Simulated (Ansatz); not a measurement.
# How fast states decay through NaLuSeO

Aim: relax a made-up compound, NaLuSeO, and see how good a tunnel barrier it would be. It is built by putting Se for part of the O in the NaLuO2 structure of space group R-3m, with the volume rescaled by atomic radii. The parent structure comes from the Materials Project.

Method: LDA DFT, plane waves, PAW files, in the first sound run; inputs show where later runs differ, in Ansatz 0.2.0.

This is a report of a sequence of runs, with most program output left out.

The structure was built from a prototype and need not be the compound's stable phase.

**1. The starting structure**

Symmetry: R3m, No. 160, trigonal system. The conventional cell has a = 3.465 Å, b = 3.465 Å, c = 17.201 Å, α = 90.00°, β = 90.00°, γ = 120.00°. Nearest to Na lie 3 Se at 2.61 Å and 3 O at 2.61 Å. Lu has 3 Se at 2.33 Å and 3 O at 2.33 Å nearest. Nearest to O lie 3 Lu at 2.33 Å and 3 Na at 2.61 Å. Se has 3 Lu at 2.33 Å and 3 Na at 2.61 Å nearest. It derives from NaLuO2. Se for part of the O in the NaLuO2 structure of space group R-3m. Farther neighbours and most contacts between anions are not listed.

**2. Cell and atoms at rest**

The substituted atoms don't fit the parent's cell, so cell and atoms relax together. A small smearing keeps the run stable in case the gap closes on the way.

Contents of input.yaml:

```yaml
crystal:
  lattice:
    - [1.7325493201, 1.0002878163, 5.7336732582]
    - [-1.7325493201, 1.0002878163, 5.7336732582]
    - [0.0, -2.0005756327, 5.7336732582]
  atoms:
    - { symbol: Na, position: [0.0, 0.0, 0.0] }
    - { symbol: Lu, position: [0.5, 0.5, 0.5] }
    - { symbol: O, position: [0.23627967, 0.23627967, 0.23627967] }
    - { symbol: Se, position: [0.76372033, 0.76372033, 0.76372033] }
kpoints:
  mp_grid: { grid: [8, 8, 8] }
scf:
  occupations: { method: gaussian, width: 0.03 }
hamiltonian:
  xc: lda
output:
  forces: true
  stress: true
relax:
  f_tol: 0.02
  max_steps: 60
  cell: {}
```

The run is started by

```sh
> ansatz run input.yaml --threads 2 --pin off --max-ram 4096MiB --backend cpu --events-out ev --progress --plain --runs-dir out
```

Run time: 1.9 min. Hardware: 2 threads of AMD EPYC 7R43, shared host; peak memory 0.48 GiB; 3.7 min of CPU time.

The steps of the relaxation:

```tsv
step	energy less that of the first step (eV)	largest force component (eV/Å)	pressure (GPa)	volume (Å³)
1	0.0000	9.0407	30.16	59.62
2	-2.1634	3.1191	10.75	62.97
3	-2.5328	0.1926	4.17	65.24
4	-2.5604	0.2359	-1.32	69.00
5	-2.5695	0.0891	-0.26	68.49
6	-2.5711	0.0080	0.01	68.18
7	-2.5711	0.0025	0.00	68.18
8*	-2.6039	0.0040	0.61	68.18
9	-2.6044	0.0098	0.07	68.77
10	-2.6042	0.0038	0.00	68.90
11*	-2.6056	0.0041	0.00	68.90
```

Relaxation steps marked * repeat the geometry before them on a plane-wave basis chosen anew for their cell, so energy and pressure can jump there.

The run keeps the 6 symmetry operations that it works with, so distortions that break them were not tested.

```tsv
conventional cell, symmetrised	before	after	change
a (Å)	3.465	3.581	+3.4 %
b (Å)	3.465	3.581	+3.4 %
c (Å)	17.201	18.607	+8.2 %
volume (Å³/atom)	14.91	17.22	+15.6 %
```

The atoms that moved most (Å, as changes of fractional coordinates times the final cell):

```tsv
atom	dx	dy	dz	length
Lu2	0.000	0.000	0.330	0.330
Na1	0.000	0.000	-0.151	0.151
Se4	0.000	0.000	-0.131	0.131
O3	0.000	0.000	-0.048	0.048
```

Final coordinates:

```cif
data_structure
_symmetry_space_group_name_H-M 'P 1'
_symmetry_Int_Tables_number 1
_cell_length_a 6.5379
_cell_length_b 6.5379
_cell_length_c 6.5379
_cell_angle_alpha 31.793
_cell_angle_beta 31.793
_cell_angle_gamma 31.793
_cell_volume 68.90
loop_
_atom_site_label
_atom_site_type_symbol
_atom_site_fract_x
_atom_site_fract_y
_atom_site_fract_z
_atom_site_occupancy
Na1 Na 0.99189 0.99189 0.99189 1
Lu2 Lu 0.51774 0.51774 0.51774 1
O3 O 0.23368 0.23368 0.23368 1
Se4 Se 0.75670 0.75670 0.75670 1
```

Numbers from this step:

```yaml
free_energy: -21904.1302 eV
fermi_energy: 11.34 eV
pressure: 0.004727 GPa
```

The largest force component on a free atom ends at 0.0041 eV/Å.

**3. Band edges**

The energy window and the wavevectors of the next steps follow from the band edges, so these are searched first, off the mesh as well.

Contents of input.yaml:

```yaml
crystal:
  lattice:
    - [1.7907069424, 1.0338651352, 6.2022561376]
    - [-1.7907069424, 1.0338651352, 6.2022561376]
    - [0.0, -2.0677302704, 6.2022561376]
  atoms:
    - { symbol: Na, position: [-0.0081149525, -0.0081149525, -0.0081149525] }
    - { symbol: Lu, position: [0.5177362513, 0.5177362513, 0.5177362513] }
    - { symbol: O, position: [0.2336773521, 0.2336773521, 0.2336773521] }
    - { symbol: Se, position: [0.7567013491, 0.7567013491, 0.7567013491] }
kpoints:
  mp_grid: { grid: [8, 8, 8] }
  band_path: { path: [VBM, CBM], npoints: 30 }
scf:
  occupations: { method: fixed }
hamiltonian:
  xc: lda
output:
  eigenvalues: true
  write_potential: true
  write_density: true
  volumetric_format: npy
```

Elapsed: 25 s, on 2 threads; peak memory 0.49 GiB.

Numbers from this step:

```
Fermi energy        : 10.83 eV
gap on the k-mesh   : 1.027 eV
gap on path         : 1.027 eV, by band count; negative where bands overlap
direct gap on path  : 1.027 eV
edge places on path : 0, 0 1/A along the path
```

Levels at VBM (eV): -5.48, -4.90, -4.90, -4.60, -4.50, -4.47, -4.47, -4.41, -4.09, -4.09, -2.09, 0.00, 0.00, 1.03, 3.37, 3.37, 3.48, 6.40, 6.56.

The searched edges give 1.03 eV, as on the mesh.

**4. Decaying states in the gap, plane (001)**

This step: LDA DFT, plane waves, PAW files; complex bands by layer matching along the plane's normal (Ansatz 0.2.0).

The same crystal is laid in a cell whose first two vectors span the (001) plane (indices of the standard conventional cell, whose axes can be ordered otherwise than in the bulk input). At fixed energy and wavevector in the plane the solver finds all kz, real and complex. A few wavevectors are listed, (0, 0) and (0.5, 0) in units of the plane's reciprocal vectors; the slowest state needn't be among them.

Contents of input.yaml:

```yaml
crystal:
  lattice:
    - [3.581413885, 0.0, 0.0]
    - [1.790706942, 3.101595406, 0.0]
    - [1.790706942, -1.033865135, 6.202256138]
  atoms:
    - { symbol: Na, position: [0.983770095, 0.0081149525, 0.0243448575] }
    - { symbol: Lu, position: [0.0354725026, 0.4822637487, 0.4467912461] }
    - { symbol: O, position: [0.4673547042, 0.7663226479, 0.2989679437] }
    - { symbol: Se, position: [0.5134026982, 0.2432986509, 0.7298959527] }
kpoints:
  mp_grid: { grid: [8, 8, 8] }
scf:
  occupations: { method: fixed }
hamiltonian:
  xc: lda
output:
  eigenvalues: true
  transmission:
    leads: [[0, 0]]
    kpoints: [[0.0, 0.0], [0.5, 0.0]]
    e_range: [-1.0, 2.03]
    de: 0.05
```

Wall time 25 s (2 threads); peak memory 0.44 GiB.

This step gave:

```
level to which the leads are filled                       : 0.5136 eV from the Fermi level
decay constant at the filling level, zone centre          : 0.1592 Å⁻¹
decay constant at the filling level, slowest listed point : 0.1592 Å⁻¹
```

K parallel (0, 0); values up to 1.5 1/Å, a degenerate pair printed once or twice; energies at which all values exceed this have no row. The Im kz of the slowest decaying states by energy, zero at the highest filled level on the SCF mesh:

```tsv
energy (eV)	decay 1 (Å⁻¹)	decay 2 (Å⁻¹)	decay 3 (Å⁻¹)	decay 4 (Å⁻¹)
-1.000	0.209	0.740	0.978	1.29
-0.800	0.215	0.701	0.962	1.27
-0.600	0.216	0.649	0.945	1.26
-0.400	0.215	0.576	0.927	1.25
-0.200	0.210	0.449	0.909	1.23
0.000	0.0222	0.201	0.890	1.22
0.200	0.188	0.472	0.870	1.21
0.400	0.170	0.567	0.849	1.19
0.600	0.146	0.619	0.828	1.18
0.800	0.110	0.653	0.805	1.17
1.000	0.0393	0.675	0.780	1.15
1.200	0.689	0.754	1.14	1.19
1.400	0.697	0.727	1.13	1.16
1.600	0.697	0.700	1.11	1.13
1.800	0.665	0.698	1.10	1.10
2.000	0.630	0.691	1.07	1.09
```

K parallel (0.5, 0); values up to 1.5 1/Å, a degenerate pair printed once or twice; energies at which all values exceed this have no row. Table of Im kz of the slowest decaying states by energy, zero at the highest filled level on the SCF mesh:

```tsv
energy (eV)	decay 1 (Å⁻¹)	decay 2 (Å⁻¹)	decay 3 (Å⁻¹)	decay 4 (Å⁻¹)
-1.00	0.466	0.626	0.897	-
-0.85	0.470	0.735	0.892	-
-0.70	0.473	0.806	0.887	-
-0.55	0.475	0.862	0.881	-
-0.40	0.475	0.876	0.909	-
-0.25	0.474	0.871	0.952	1.49
-0.10	0.472	0.867	0.993	1.48
0.00	0.470	0.864	1.02	1.47
0.05	0.468	0.862	1.03	1.47
0.20	0.463	0.858	1.08	1.45
0.35	0.457	0.854	1.13	1.44
0.50	0.449	0.851	1.19	1.42
0.65	0.440	0.848	1.28	1.40
0.80	0.429	0.846	1.38	1.41
0.95	0.385	0.445	0.845	1.36
1.10	0.341	0.457	0.846	1.31
1.25	0.295	0.462	0.848	1.23
1.40	0.241	0.463	0.854	1.17
1.55	0.164	0.463	0.864	1.13
1.70	0.461	0.882	1.09	1.21
1.85	0.458	0.919	1.06	1.15
2.00	0.454	1.02	1.03	1.44
```

At +0.50 eV, the grid energy nearest the filling level (the middle of the gap on the SCF mesh), the slowest state at the listed wavevectors decays with κ = 0.159 Å⁻¹, its amplitude falling by e over 6.3 Å. Through 1 nm of this crystal that state's transmission falls by exp(−2 × 0.159 Å⁻¹ × 10 Å) = 0.041.

**5. Decay over the two-dimensional zone**

The listed points could miss the slowest state, so one energy near mid-gap is solved on a mesh of 12×12.

Edit input.yaml of step 4 so:

```diff
@@ -18,6 +18,2 @@
   eigenvalues: true
-  transmission:
-    leads: [[0, 0]]
-    kpoints: [[0.0, 0.0], [0.5, 0.0]]
-    e_range: [-1.0, 2.03]
-    de: 0.05
+  transmission: { leads: [[0, 0]], kmesh: [12, 12], e_range: [0.51, 0.52], de: 0.05 }
```

The job ended after 17 s (2 threads; peak memory 0.46 GiB; 32 s of CPU time).

This step gave:

- least decay constant on the mesh: 0.158 Å⁻¹

Slowest decay constant (1/Å; 0 where a channel is open) over k1 and k2. At 0.5100 eV from the Fermi level.

Ten even steps from '0' (0.158) to '9' (0.634):
```
578875555555
689865455545
788755555555
676555434555
555553113555
654541014545
555531135555
655543455567
755555555788
654555456898
555555557887
656765656765
```
Columns: k1 (b1) from -0.5 to 0.417; rows upwards: k2 (b2) from -0.5 to 0.417.

The least value on the mesh is 0.158 Å⁻¹ at +0.51 eV. At that energy the listed points give about 0.158 Å⁻¹ by interpolation, so the mesh holds no clearly slower state.

**6. Complex bands, plane (101)**

The same for the (101) plane, at (0, 0) and (0.5, 0), to see how the decay depends on direction.

Contents of input.yaml:

```yaml
crystal:
  lattice:
    - [6.537850539, 0.0, 0.0]
    - [0.98094361, 3.444455697, 0.0]
    - [0.98094361, 1.5825468, 3.059382401]
  atoms:
    - { symbol: Na, position: [0.9756551425, 0.0081149525, 0.0081149525] }
    - { symbol: Lu, position: [0.5532087539, 0.4822637487, 0.4822637487] }
    - { symbol: O, position: [0.7010320563, 0.7663226479, 0.7663226479] }
    - { symbol: Se, position: [0.2701040473, 0.2432986509, 0.2432986509] }
kpoints:
  mp_grid: { grid: [8, 8, 8] }
scf:
  occupations: { method: fixed }
hamiltonian:
  xc: lda
output:
  eigenvalues: true
  transmission:
    leads: [[0, 0]]
    kpoints: [[0.0, 0.0], [0.5, 0.0]]
    e_range: [-1.0, 2.03]
    de: 0.05
```

Elapsed: 76 s, on 2 threads; peak memory 0.64 GiB.

Numbers from this step:

* decay constant at the filling level, zone centre: 0.1152 Å⁻¹
* decay constant at the filling level, slowest listed point: 0.1151 Å⁻¹

K parallel (0, 0); values up to 1.5 1/Å, a degenerate pair printed once or twice; energies at which all values exceed this have no row. Im kz of the slowest decaying states against energy, zero at the highest filled level on the SCF mesh:

```tsv
energy (eV)	decay 1 (Å⁻¹)	decay 2 (Å⁻¹)	decay 3 (Å⁻¹)	decay 4 (Å⁻¹)
-1.00	0.429	0.514	0.571	0.920
-0.85	0.446	0.521	0.555	0.928
-0.70	0.461	0.528	0.538	0.932
-0.55	0.473	0.521	0.534	0.934
-0.40	0.483	0.503	0.539	0.935
-0.25	0.485	0.491	0.544	0.935
-0.10	0.466	0.498	0.548	0.933
0.00	0.00387	0.00663	0.453	0.502
0.05	0.0441	0.0979	0.446	0.504
0.20	0.0838	0.187	0.426	0.508
0.35	0.104	0.237	0.404	0.511
0.50	0.115	0.272	0.381	0.514
0.65	0.117	0.298	0.358	0.515
0.80	0.106	0.317	0.335	0.516
0.95	0.0712	0.314	0.331	0.516
1.10	0.296	0.342	0.517	0.563
1.25	0.283	0.349	0.517	0.562
1.40	0.275	0.353	0.517	0.559
1.55	0.269	0.355	0.517	0.553
1.70	0.264	0.354	0.516	0.542
1.85	0.260	0.351	0.511	0.518
2.00	0.257	0.345	0.428	0.503
```

K parallel (0, 0). Re kz of states that move upwards against energy, zero at the highest filled level on the SCF mesh:

```tsv
energy (eV)	channel 1 (Å⁻¹)	channel 2 (Å⁻¹)
-1.00	-0.688	-0.248
-0.85	-0.571	-0.222
-0.70	-0.478	-0.196
-0.55	-0.397	-0.168
-0.45	-0.345	-0.149
-0.30	-0.267	-0.118
-0.15	-0.180	-0.0803
0.00	-	-
0.15	-	-
0.30	-	-
0.45	-	-
0.55	-	-
0.70	-	-
0.85	-	-
1.00	-	-
1.15	0.105	-
1.30	0.171	-
1.45	0.229	-
1.55	0.265	-
1.70	0.318	-
1.85	0.371	-
2.00	0.425	-
```

K parallel (0.5, 0); values up to 1.5 1/Å, a degenerate pair printed once or twice; energies at which all values exceed this have no row. Im kz of the slowest decaying states against energy, zero at the highest filled level on the SCF mesh:

```tsv
energy (eV)	decay 1 (Å⁻¹)	decay 2 (Å⁻¹)	decay 3 (Å⁻¹)	decay 4 (Å⁻¹)
-1.000	0.411	0.525	0.751	0.905
-0.800	0.426	0.529	0.733	0.911
-0.600	0.438	0.531	0.715	0.913
-0.400	0.447	0.532	0.696	0.913
-0.200	0.453	0.531	0.677	0.911
0.000	0.0470	0.0969	0.456	0.529
0.200	0.106	0.212	0.457	0.526
0.400	0.138	0.271	0.454	0.521
0.600	0.160	0.309	0.450	0.515
0.800	0.176	0.335	0.442	0.508
1.000	0.188	0.353	0.432	0.498
1.200	0.197	0.365	0.419	0.483
1.400	0.202	0.371	0.407	0.454
1.600	0.204	0.266	0.373	0.439
1.800	0.202	0.370	0.437	0.492
2.000	0.196	0.364	0.400	0.471
```

At the listed wavevectors the last open channel is at -0.05 eV and the next at +1.05 eV on the grid. At +0.50 eV, the grid energy nearest the filling level (the middle of the gap on the SCF mesh), the slowest state at the listed wavevectors decays with κ = 0.115 Å⁻¹, its amplitude falling by e over 8.7 Å; the first such run, plane (001), gave 0.159 Å⁻¹.

**7. Summary of results**

| Item | Value |
| --- | --- |
| band gap | 1.03 eV |
| least decay constant at mid-gap, normal to (001) | 0.159 Å⁻¹ |
| least decay constant at mid-gap, normal to (101) | 0.115 Å⁻¹ |
| least decay constant on a mesh, normal to (001) | 0.158 Å⁻¹ |

With LDA, the slowest decay at the wavevectors tried is κ = 0.115 Å⁻¹, normal to (101). Through such a film the transmission near mid-gap falls as exp(−2κd), a factor of ten every 10 Å. The decay depends on direction: 1.4 times faster normal to (001). A free electron under a barrier of half the gap would need a mass of 0.098 mₑ to decay at this rate. The compound is made up by substitution; its stability against other phases and against distortions of the cell's symmetry was not tested. A semilocal functional narrows gaps, so real decay constants are likely larger.

[Logs are printed without paths, hosts, clocks, repeated set-up lines and the standing remarks that a program may print on its own settings, such as how far it seeks lower states.]

[Hosts, paths, dates, database ids (printed as entryN), source tags and the programs' standing remarks are cut or masked in the printed files.]
